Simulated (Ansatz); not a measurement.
# Lattice dynamics of AlOs (Pm-3m), part 3 of 3

How does AlOs (Pm-3m) vibrate, and is this structure a minimum?

Ansatz 0.2.0; DFT PBEsol, scalar-relativistic, plane waves, PAW.

So far. Step 3 (Tight relaxation): The forces vanish by symmetry and the pressure is 0.000 GPa, within the tolerances set. The cell now holds 13.40 Å³/atom. Step 4 (Zone-centre response): Before it was imposed, the acoustic sum rule was missed by 8.9e-5 eV/Å². Small misses are needed for a sound result but don't prove that mesh and cutoff are converged. The lowest optical mode is real, 328 cm⁻¹. The relaxed cell has a = 2.992 Å (conventional setting).

## 5. The dispersion (continued)

Interpolated from a 4×4×4 q mesh. Phonon branches along the path, in cm⁻¹:

```tsv
point	branch 1	branch 2	branch 3	branch 4	branch 5	branch 6
Γ	0	0	0	328	328	328
halfway	93	93	119	322	322	345
X	135	135	160	314	314	364
halfway	107	126	149	310	341	366
M	79	79	168	302	363	363
halfway	67	120	141	317	342	343
Γ	0	0	0	328	328	328
halfway	109	109	142	339	339	340
R	161	161	161	370	370	370
halfway	120	124	140	337	338	363
X	135	135	160	314	314	364
jump to R	161	161	161	370	370	370
halfway	122	122	156	336	363	363
M	79	79	168	302	363	363
```

The phonon branches as a text plot (rows in cm⁻¹):

```
    363 |     *************                 *********************
    347 |   **      **    ****          ****      **        *
    332 |***      **          ***********           ***      *
    316 |   ********      ******                      ****    *
    301 |           ******                                     **
    286 |
    270 |
    255 |
    239 |
    224 |
    208 |
    193 |
    177 |
    162 |      ***  ******                   *****      *********
    147 |     *   **      *  *         **   *    ****  *   *
    131 |    * *** *      *** *      **  ***      ********  *
    116 |   * *   ***        * *        *           **       *
    100 |    *      **   *    *     *                         *
     85 |  **        ******    **      *                       **
     69 |                  ***       **
     54 | **                  ***  **
     39 | *                     **
     23 |*                       * *
      8 |                         *
         Γ      X      M          Γ            R        X|R     M
```

Tetrahedra on a 24×24×24 mesh, mean over bins of 5 cm-1. Interpolated from a 4×4×4 q mesh. Phonon density of states against wavenumber; read off at these points:

wavenumber (cm⁻¹), phonon density of states (1/cm⁻¹/cell) and a bar:
```
        2      0.000 
       12      0.000 
       22      0.000 
       32      0.001 
       42      0.002 #
       52      0.003 #
       62      0.005 #
       72      0.008 ##
       82      0.019 ######
       92      0.023 #######
      102      0.027 ########
      112      0.033 ##########
      122      0.040 ############
      132      0.045 #############
      142      0.069 #####################
      152      0.029 #########
      162      0.006 ##
      172      0.000 
      182      0.000 
      192      0.000 
      202      0.000 
      212      0.000 
      222      0.000 
      232      0.000 
      242      0.000 
      252      0.000 
      262      0.000 
      272      0.000 
      282      0.000 
      292      0.000 
      302      0.003 #
      312      0.028 ########
      322      0.057 #################
      328      0.059 ##################
      332      0.045 ##############
      342      0.041 ############
      352      0.047 ##############
      362      0.100 ##############################
      372      0.000
```

Phonopy on the run's constants, 19x19x19 mesh, Gaussian sigma 2.9 cm-1. Interpolated from a 4×4×4 q mesh. The partial phonon density of states by wavenumber; read off at these points; values in 1/cm⁻¹/cell:

```tsv
wavenumber (cm⁻¹)	Al	Os
-10.0	0	0
0.0	1.0e-5	5.0e-5
10.0	0	0
20.0	5.8e-5	3.9e-4
30.0	9.8e-5	6.9e-4
40.0	1.6e-4	0.00119
50.0	3.2e-4	0.00252
60.0	4.5e-4	0.00368
70.0	8.4e-4	0.00711
80.0	0.00179	0.0143
90.0	0.00229	0.0194
100.0	0.00247	0.0237
110.0	0.00254	0.0290
120.0	0.00243	0.0347
130.0	0.00213	0.0446
140.0	0.00127	0.0556
150.0	3.8e-4	0.0339
160.0	3.7e-5	0.0122
170.0	0	7.3e-4
180.0	0	0
190.0	0	0
200.0	0	0
210.0	0	0
220.0	0	0
230.0	0	0
240.0	0	0
250.0	0	0
260.0	0	0
270.0	0	0
280.0	0	0
290.0	0	0
300.0	0.00145	0
310.0	0.0203	1.8e-4
320.0	0.0514	0.00205
325.2	0.0544	0.0034
330.0	0.0490	0.00320
340.0	0.0399	0.00264
350.0	0.0428	0.00306
360.0	0.0705	0.00562
370.0	0.00906	4.5e-4
380.0	2.4e-6	0
```

Second derivatives of the energy by pair, one row for each kind of neighbour of each atom listed. Each entry sums the pair over the periodic images of the supercell that the q mesh stands for, and in a polar crystal it holds the long-range dipole part too. Force constants by pair, by row:

```tsv
atom	neighbour	distance (Å)	third of the trace (eV/Å²)	along the pair's line (eV/Å²)
Al1	itself	0	10.9	–
Al1	Os	2.591	-1.104	-3.936
Al1	Al	2.992	-0.2123	-0.689
Al1	Al	4.232	0.0343	-0.0239
Al1	Os	4.962	-0.0135	-0.0406
Al1	Al	5.183	-0.0853	-0.2284
Al1	Al	5.985	0.0162	0.0275
Al1	Os	6.522	-0.0089	-0.0106
Al1	Al	6.691	-0.0145	-0.011
Os2	itself	0	14.86	–
Os2	Al	2.591	-1.104	-3.936
Os2	Os	2.992	-0.692	-1.03
Os2	Os	4.232	-0.1686	-0.6046
Os2	Al	4.962	-0.0135	-0.0406
Os2	Os	5.183	0.0186	0.0965
Os2	Os	5.985	0.1966	0.5333
Os2	Al	6.522	-0.0089	-0.0106
Os2	Os	6.691	-0.0116	-0.0031
```

Harmonic thermodynamic functions per atom, from the density of states. Interpolated from a 4×4×4 q mesh. Thermodynamic functions, by row:

```tsv
T (K)	F_vib (meV/atom)	S (J/mol-atom/K)	C_V (J/mol-atom/K)
0	42.8	0	0
50	42.5	2.214	5.228
100	39.86	8.065	12.02
200	25.58	19.09	19.44
300	1.2	27.57	22.15
400	-30.9	34.12	23.29
500	-69.08	39.38	23.86
600	-112.2	43.77	24.18
700	-159.6	47.51	24.38
800	-210.6	50.77	24.51
900	-264.7	53.67	24.6
1000	-321.7	56.26	24.66
```

Harmonic mean-square displacement, third of the trace. Interpolated from a 4×4×4 q mesh. Mean square displacements, by row:

```tsv
T (K)	Al1 U_eq (Å²)	Os2 U_eq (Å²)
0	0.00211	7.50e-4
100	0.00246	0.00122
300	0.00445	0.00315
600	0.00819	0.00619
```

Symmetry leaves 10 wavevectors to solve. The lowest mode among them, the acoustic zeros apart, lies at q = (0, 0.25, 0.25) and is real, 66.6 cm⁻¹.

## 6. What came out

* space group after relaxation (within 0.01 Å): Pm-3m
* volume per atom: 13.4 Å³
* electronic character: no gap on this mesh
* highest optical mode at the zone centre (no LO-TO term): 328 cm⁻¹
* lowest optical zone-centre mode: 328 cm⁻¹
* lowest mode on the q mesh (acoustic modes at Γ apart): 66.6 cm⁻¹
* highest frequency on the path or at a solved wavevector: 370 cm⁻¹
* zero-point energy per atom: 42.8 meV
* heat capacity at 300 K: 22.2 J/(mol atoms K)
* vibrational entropy at 300 K: 27.6 J/(mol atoms K)
* Debye temperature (second moment): 476 K
* imaginary modes on the 4×4×4 q mesh: none

The structure is a minimum as far as tested: no mode is imaginary at the 10 irreducible wavevectors of the 4×4×4 mesh, and the softest away from the acoustic zeros lies at 67 cm⁻¹. The optical modes at Γ form one degenerate level at 328 cm⁻¹. The highest mode in this list at Γ, 327.7 cm⁻¹, is mostly motion of Al (88 % of the kinetic energy). On the path and the mesh, the widest gap between branches runs from 168 to 302 cm⁻¹. With no gap, or one that is small against the smearing, the frequencies hang on the k mesh and the smearing, most of all near Kohn anomalies. The phonon runs are without spin polarisation, although the cell has an odd electron count. Spin-orbit coupling is left out, which can matter for the heavy elements here. These are harmonic frequencies at zero temperature: anharmonic shifts, linewidths and thermal expansion are left out.

[Logs are printed without paths, hosts, clocks, repeated set-up lines and the standing remarks that a program may print on its own settings, such as how far it seeks lower states.]

[Hosts, paths, dates, database ids (printed as entryN), source tags and the programs' standing remarks are cut or masked in the printed files.]
